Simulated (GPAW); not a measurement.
**How MoS2 absorbs and reflects light**

Wanted: where MoS2 starts to absorb, how strongly, and its refractive index. The cell comes from an older database entry, whose edges can differ from later determinations, mostly by under a per cent.

Program: GPAW 26.7.0. Level of theory: DFT, PBE, plane-wave PAW (GPAW data sets), scalar-relativistic, RPA, optical limit. Results are calculated unless marked as measured.

The database entry behind the starting cell differs from later determinations by our own check (about 0.3 % long), so it need not match the best structure at ambient conditions.

### Step 1. The starting structure

The structure is hexagonal, space group P6_3/mmc (No. 194). The conventional cell has a = 3.169 Å, b = 3.169 Å, c = 12.324 Å, α = 90.00°, β = 90.00°, γ = 120.00°. Nearest to Mo lie 6 S at 2.41 Å. Nearest to S lie 3 Mo at 2.41 Å. Farther neighbours and most contacts between anions are not listed.

As a file:

```cif
data_structure
_symmetry_space_group_name_H-M 'P6_3/mmc'
_symmetry_Int_Tables_number 194
_cell_length_a 3.1690
_cell_length_b 3.1690
_cell_length_c 12.3240
_cell_angle_alpha 90.000
_cell_angle_beta 90.000
_cell_angle_gamma 120.000
_cell_volume 107.18
loop_
_atom_site_label
_atom_site_type_symbol
_atom_site_symmetry_multiplicity
_atom_site_Wyckoff_symbol
_atom_site_fract_x
_atom_site_fract_y
_atom_site_fract_z
_atom_site_occupancy
Mo1 Mo 2 c 0.66667 0.33333 0.75000 1
S1 S 4 f 0.66667 0.33333 0.37700 1
```

### Step 2. Dielectric function, RPA

Local fields let the induced charge screen the field inside the cell, which as a rule lowers ε, most along directions where the density is uneven.

Contents of df.py:

```python
from gpaw.response.df import DielectricFunction

df = DielectricFunction('full.gpw', frequencies={'type': 'nonlinear', 'domega0': 0.03, 'omega2': 8},
                        ecut=70,
                        eta=0.12,
                        nbands=83,
                        txt='df.txt')
for direction in ['x', 'z']:
    df.get_dielectric_function(xc='RPA', direction=direction, filename=f'df_{direction}.csv')
```

The run is started by

```bash
> OMP_NUM_THREADS=1 python df.py
```

Numbers of over 12 decimals in the logs are rounded to 6 here.

The log of the run:

```text
Using integrator: PointIntegrator
NonLinearFrequencyDescriptor(from 0.000 to 91.912 eV, 533 points)
Nonperiodic BCs:  [False False False]
Using integrator: PointIntegrator
NonLinearFrequencyDescriptor(from 0.000 to 91.912 eV, 533 points)
Nonperiodic BCs:  [False False False]

Calculating chi0 body with:
    Ground state adapter containing:
    Number of spins: 1
    Number of kpoints: 432
    Number of irreducible kpoints: 50
    Number of completely occupied states: 26
    Number of partially occupied states: 26

    Linear response parametrization:
    q_c: [0.0, 0.0, 0.0]
    Number of frequency points: 533
    Planewave cutoff: 70.0
    Number of bands: 83
    Number of planewaves: 149
    Broadening (eta): 0.12

Integrating chi0 body.

Symmetries of q_c:
    Direct symmetries (Uq -> q): 12
    Indirect symmetries (TUq -> q): 0
In total 12 allowed symmetries.

50 groups of equivalent kpoints. 88.425926% reduction.

Integral kind: spectral function

Calculating chi0 optical extensions with:
    Ground state adapter containing:
    Number of spins: 1
    Number of kpoints: 432
    Number of irreducible kpoints: 50
    Number of completely occupied states: 26
    Number of partially occupied states: 26

    Linear response parametrization:
    Number of frequency points: 533
    Planewave cutoff: 70.0
    Number of bands: 83
    Number of planewaves: 149
    Broadening (eta): 0.12
Integrating chi0 head and wings.

Symmetries of q_c:
    Direct symmetries (Uq -> q): 12
    Indirect symmetries (TUq -> q): 0
In total 12 allowed symmetries.

50 groups of equivalent kpoints. 88.425926% reduction.

Integral kind: spectral function wings
```

Run time: 94 s. Hardware: 1 thread of Arm Neoverse V1, shared host; peak memory 0.82 GiB.

This step gave:

| Quantity | Value |
| --- | --- |
| electronic dielectric constant ε∞, mean over x, y and z (by symmetry where fewer were run) | 11.05 |
| main peak of Im epsilon, first axis | 2.999 eV |

Some rows of df_x.csv (energy; Re and Im without local fields; Re and Im with them):

```text
0.000000, 14.616274, 0.000000, 13.631610, 0.000000
0.429336, 14.867096, 0.145781, 13.850809, 0.127075
0.878195, 15.776391, 0.368593, 14.638649, 0.316779
1.347938, 18.072959, 1.005166, 16.582350, 0.832703
1.840057, 21.011451, 4.343078, 19.011345, 3.406682
2.356191, 23.014018, 15.215568, 22.010300, 11.158439
2.898142, 8.674397, 21.598359, 13.165918, 22.312216
3.467895, 4.164769, 12.505922, 2.726306, 14.576276
4.067647, 3.896136, 15.331052, 2.418547, 15.038701
4.699832, -0.054159, 11.986005, -0.682321, 11.062040
5.367152, -1.439298, 10.635276, -1.410409, 9.256301
6.072622, -2.833491, 6.960923, -2.093402, 6.328577
6.819608, -2.068012, 4.868806, -2.016702, 4.935409
7.611886, -1.488729, 3.651413, -1.465671, 3.738623
8.453705, 0.165389, 1.838091, -0.268391, 1.879090
9.349861, 1.342764, 3.332389, 0.675039, 2.965494
10.305790, 0.851777, 5.014107, 0.454983, 3.936324
11.327680, -1.616363, 4.949356, -1.024165, 4.070914
12.422601, -1.398895, 2.942673, -1.061834, 2.424125
13.598673, -1.124964, 2.307125, -0.824846, 1.770116
```

The Im ε has structure finer than the step of the table below, so its rows give means over 0.5 eV, whole bins alone (the curve runs from 0 to 14.0 eV). Peaks (eV: height): E ∥ x 3.02: 23.1; E ∥ z 2.47: 4.79, 7.61: 4.46, 9.62: 7.43.

Values under the direct gap are tails of Lorentzian lines. The Im ε by photon energy; means over each step:

| photon energy (eV) | E ∥ x | E ∥ z |
| --- | --- | --- |
| 0.5 | 0.154 | 0.0305 |
| 1.0 | 0.413 | 0.0737 |
| 1.5 | 1.72 | 0.167 |
| 2.0 | 5.70 | 0.650 |
| 2.5 | 14.6 | 3.99 |
| 3.0 | 21.9 | 3.78 |
| 3.5 | 15.2 | 2.98 |
| 4.0 | 14.0 | 2.96 |
| 4.5 | 12.1 | 2.50 |
| 5.0 | 9.70 | 2.32 |
| 5.5 | 8.76 | 2.46 |
| 6.0 | 6.53 | 2.70 |
| 6.5 | 5.59 | 2.61 |
| 7.0 | 4.63 | 3.15 |
| 7.5 | 3.77 | 3.99 |
| 8.0 | 2.72 | 3.53 |
| 8.5 | 1.97 | 3.01 |
| 9.0 | 2.51 | 4.10 |
| 9.5 | 3.07 | 6.84 |
| 10.0 | 3.91 | 7.09 |
| 10.5 | 4.03 | 6.50 |
| 11.0 | 3.95 | 5.65 |
| 11.5 | 3.41 | 5.58 |
| 12.0 | 2.83 | 4.51 |
| 12.5 | 2.40 | 3.58 |
| 13.0 | 2.40 | 2.87 |
| 13.5 | 1.87 | 1.89 |

The Re ε by photon energy:

| photon energy (eV) | E ∥ x | E ∥ z |
| --- | --- | --- |
| 0.0 | 13.6 | 5.88 |
| 0.5 | 13.9 | 5.94 |
| 1.0 | 15.0 | 6.15 |
| 1.5 | 17.7 | 6.59 |
| 2.0 | 21.4 | 7.71 |
| 2.5 | 20.8 | 7.38 |
| 3.0 | 9.90 | 5.04 |
| 3.5 | 2.98 | 4.04 |
| 4.0 | 3.47 | 4.16 |
| 4.5 | -1.00 | 3.97 |
| 5.0 | -1.74 | 4.26 |
| 5.5 | -2.01 | 4.32 |
| 6.0 | -2.18 | 4.56 |
| 6.5 | -1.76 | 4.36 |
| 7.0 | -1.63 | 4.95 |
| 7.5 | -1.49 | 4.70 |
| 8.0 | -1.71 | 3.26 |
| 8.5 | -0.104 | 4.11 |
| 9.0 | 0.887 | 5.51 |
| 9.5 | 1.15 | 4.64 |
| 10.0 | 0.749 | 2.56 |
| 10.5 | 0.303 | 0.350 |
| 11.0 | -0.247 | 0.394 |
| 11.5 | -1.48 | -0.342 |
| 12.0 | -0.878 | -1.58 |
| 12.5 | -0.993 | -1.38 |
| 13.0 | -0.906 | -1.36 |
| 13.5 | -0.960 | -0.867 |

Values under the direct gap are tails of Lorentzian lines. The Im ε, E ∥ x by photon energy; read off at these points:

| photon energy (eV) | without local fields | with local fields |
| --- | --- | --- |
| 0.00 | 0 | 0 |
| 0.50 | 0.174 | 0.151 |
| 1.00 | 0.463 | 0.395 |
| 1.50 | 1.75 | 1.42 |
| 2.00 | 6.86 | 4.99 |
| 2.50 | 19.5 | 14.9 |
| 2.78 | 22.9 | 21.5 |
| 3.00 | 20.7 | 23.1 |
| 3.50 | 12.6 | 14.4 |
| 4.00 | 14.7 | 14.5 |
| 4.07 | 15.3 | 15.0 |
| 4.50 | 12.8 | 11.8 |
| 5.00 | 10.3 | 9.20 |
| 5.50 | 10.1 | 8.97 |
| 6.00 | 7.29 | 6.50 |
| 6.50 | 5.71 | 5.76 |
| 7.00 | 4.53 | 4.48 |
| 7.50 | 3.70 | 3.71 |
| 8.00 | 2.51 | 2.64 |
| 8.50 | 1.85 | 1.88 |
| 9.00 | 2.55 | 2.38 |
| 9.50 | 3.29 | 2.81 |
| 10.00 | 4.74 | 3.91 |
| 10.50 | 5.23 | 4.07 |
| 10.59 | 5.32 | 4.19 |
| 11.00 | 5.14 | 3.88 |
| 11.50 | 3.97 | 3.37 |
| 12.00 | 3.51 | 2.88 |
| 12.50 | 2.86 | 2.34 |
| 13.00 | 2.99 | 2.48 |
| 13.50 | 2.23 | 1.78 |

Table of refractive index n and extinction k by photon energy:

| photon energy (eV) | n, E ∥ x | k, E ∥ x | n, E ∥ z | k, E ∥ z |
| --- | --- | --- | --- | --- |
| 0 | 3.69 | 0 | 2.43 | 0 |
| 1 | 3.87 | 0.0510 | 2.48 | 0.0145 |
| 2 | 4.66 | 0.536 | 2.78 | 0.0942 |
| 3 | 4.18 | 2.76 | 2.36 | 0.719 |
| 4 | 3.03 | 2.39 | 2.18 | 0.754 |
| 5 | 1.95 | 2.36 | 2.13 | 0.526 |
| 6 | 1.53 | 2.13 | 2.23 | 0.638 |
| 7 | 1.25 | 1.79 | 2.32 | 0.664 |
| 8 | 0.845 | 1.56 | 1.98 | 0.820 |
| 9 | 1.31 | 0.910 | 2.49 | 0.816 |
| 10 | 1.54 | 1.27 | 2.26 | 1.59 |
| 11 | 1.35 | 1.44 | 1.74 | 1.63 |
| 12 | 1.03 | 1.39 | 1.26 | 1.78 |
| 13 | 0.930 | 1.33 | 0.980 | 1.52 |

The loss function −Im 1/ε at q → 0 has structure finer than the step of the table below, so its rows give means over 0.5 eV, whole bins alone (the curve runs from 0 to 14.0 eV). Peaks (eV: height): E ∥ x 8.52: 0.533; E ∥ z 7.97: 0.159.

Values under the direct gap are tails of Lorentzian lines. Table of loss function −Im 1/ε at q → 0 by energy loss; means over each step:

| energy loss (eV) | E ∥ x | E ∥ z |
| --- | --- | --- |
| 0.5 | 7.9e-4 | 8.6e-4 |
| 1.0 | 0.00180 | 0.00193 |
| 1.5 | 0.00524 | 0.00375 |
| 2.0 | 0.0119 | 0.00991 |
| 2.5 | 0.0221 | 0.0545 |
| 3.0 | 0.0378 | 0.0958 |
| 3.5 | 0.0641 | 0.107 |
| 4.0 | 0.0686 | 0.109 |
| 4.5 | 0.0831 | 0.111 |
| 5.0 | 0.102 | 0.0979 |
| 5.5 | 0.108 | 0.0992 |
| 6.0 | 0.138 | 0.101 |
| 6.5 | 0.160 | 0.0993 |
| 7.0 | 0.187 | 0.0964 |
| 7.5 | 0.224 | 0.113 |
| 8.0 | 0.292 | 0.144 |
| 8.5 | 0.485 | 0.116 |
| 9.0 | 0.360 | 0.0863 |
| 9.5 | 0.290 | 0.0991 |
| 10.0 | 0.245 | 0.126 |
| 10.5 | 0.247 | 0.154 |
| 11.0 | 0.251 | 0.176 |
| 11.5 | 0.262 | 0.177 |
| 12.0 | 0.317 | 0.200 |
| 12.5 | 0.360 | 0.244 |
| 13.0 | 0.363 | 0.274 |
| 13.5 | 0.424 | 0.426 |

At chosen wavelengths:

| wavelength (nm) | n x | k x | R (%) x | 1/α x | n z | k z | R (%) z | 1/α z |
| --- | --- | --- | --- | --- | --- | --- | --- | --- |
| 1550 | 3.80 | 0.036 | 34.0 | 3.4 µm | 2.46 | 0.011 | 17.8 | 12 µm |
| 633 | 4.59 | 0.462 | 41.6 | 109 nm | 2.75 | 0.083 | 21.8 | 609 nm |
| 532 | 4.80 | 1.104 | 44.9 | 38 nm | 3.09 | 0.430 | 26.9 | 98 nm |
| 450 | 4.75 | 2.194 | 49.9 | 16 nm | 2.55 | 0.930 | 24.3 | 38 nm |
| 365 | 2.99 | 2.616 | 47.5 | 11 nm | 2.18 | 0.772 | 18.5 | 38 nm |
| 308 | 3.02 | 2.443 | 45.4 | 10 nm | 2.14 | 0.749 | 17.9 | 33 nm |
| 248 | 1.95 | 2.357 | 45.3 | 8.4 nm | 2.13 | 0.526 | 15.4 | 38 nm |

Below the direct gap, k and the depth come from the tails of the Lorentzian lines, not from transitions.

Rows near the edge hang on the gap, which this functional as a rule makes too small, and phonon-assisted absorption is left out.

### Step 3. Summary of results

| Quantity | Value |
| --- | --- |
| electronic dielectric constant ε∞, mean over x, y and z (by symmetry where fewer were run) (RPA) | 11.0 |
| main peak of Im epsilon, first axis | 3.00 eV |

What this shows: At this level (PBE, RPA) MoS2 has a mean ε∞ = 11.0 and n = 3.80 at 1550 nm (E ∥ x), and Im ε peaks at 3.0 eV (E ∥ x). Local fields change the static value along x from 14.62 to 13.63 (-7 %). Distinct maxima of Im ε, read by a parabola through the highest points, lie at 3.00 eV (23), 4.08 eV (15) and 10.60 eV (4.2) for E ∥ x. The static values by axis are 13.63 (x), 5.88 (z). Excitons and phonon-assisted transitions are missing; PBE gaps are as a rule too small, which pulls the onset down and ε∞ up. The sum runs over mesh points, so small or evenly spaced maxima can still be ripples of the mesh. In this version of GPAW the matrix elements of the optical limit are incomplete, which can lower ε − 1 by up to a tenth where first-row anions or d states rule, and shift it by more in d metals.

[Machine, clock and banner lines and Python warnings are left out of the logs.]

[Logs are printed without paths, hosts, clocks, repeated set-up lines and the standing remarks that a program may print on its own settings, such as how far it seeks lower states.]

[Hosts, paths, dates, database ids (printed as entryN), source tags and the programs' standing remarks are cut or masked in the printed files.]
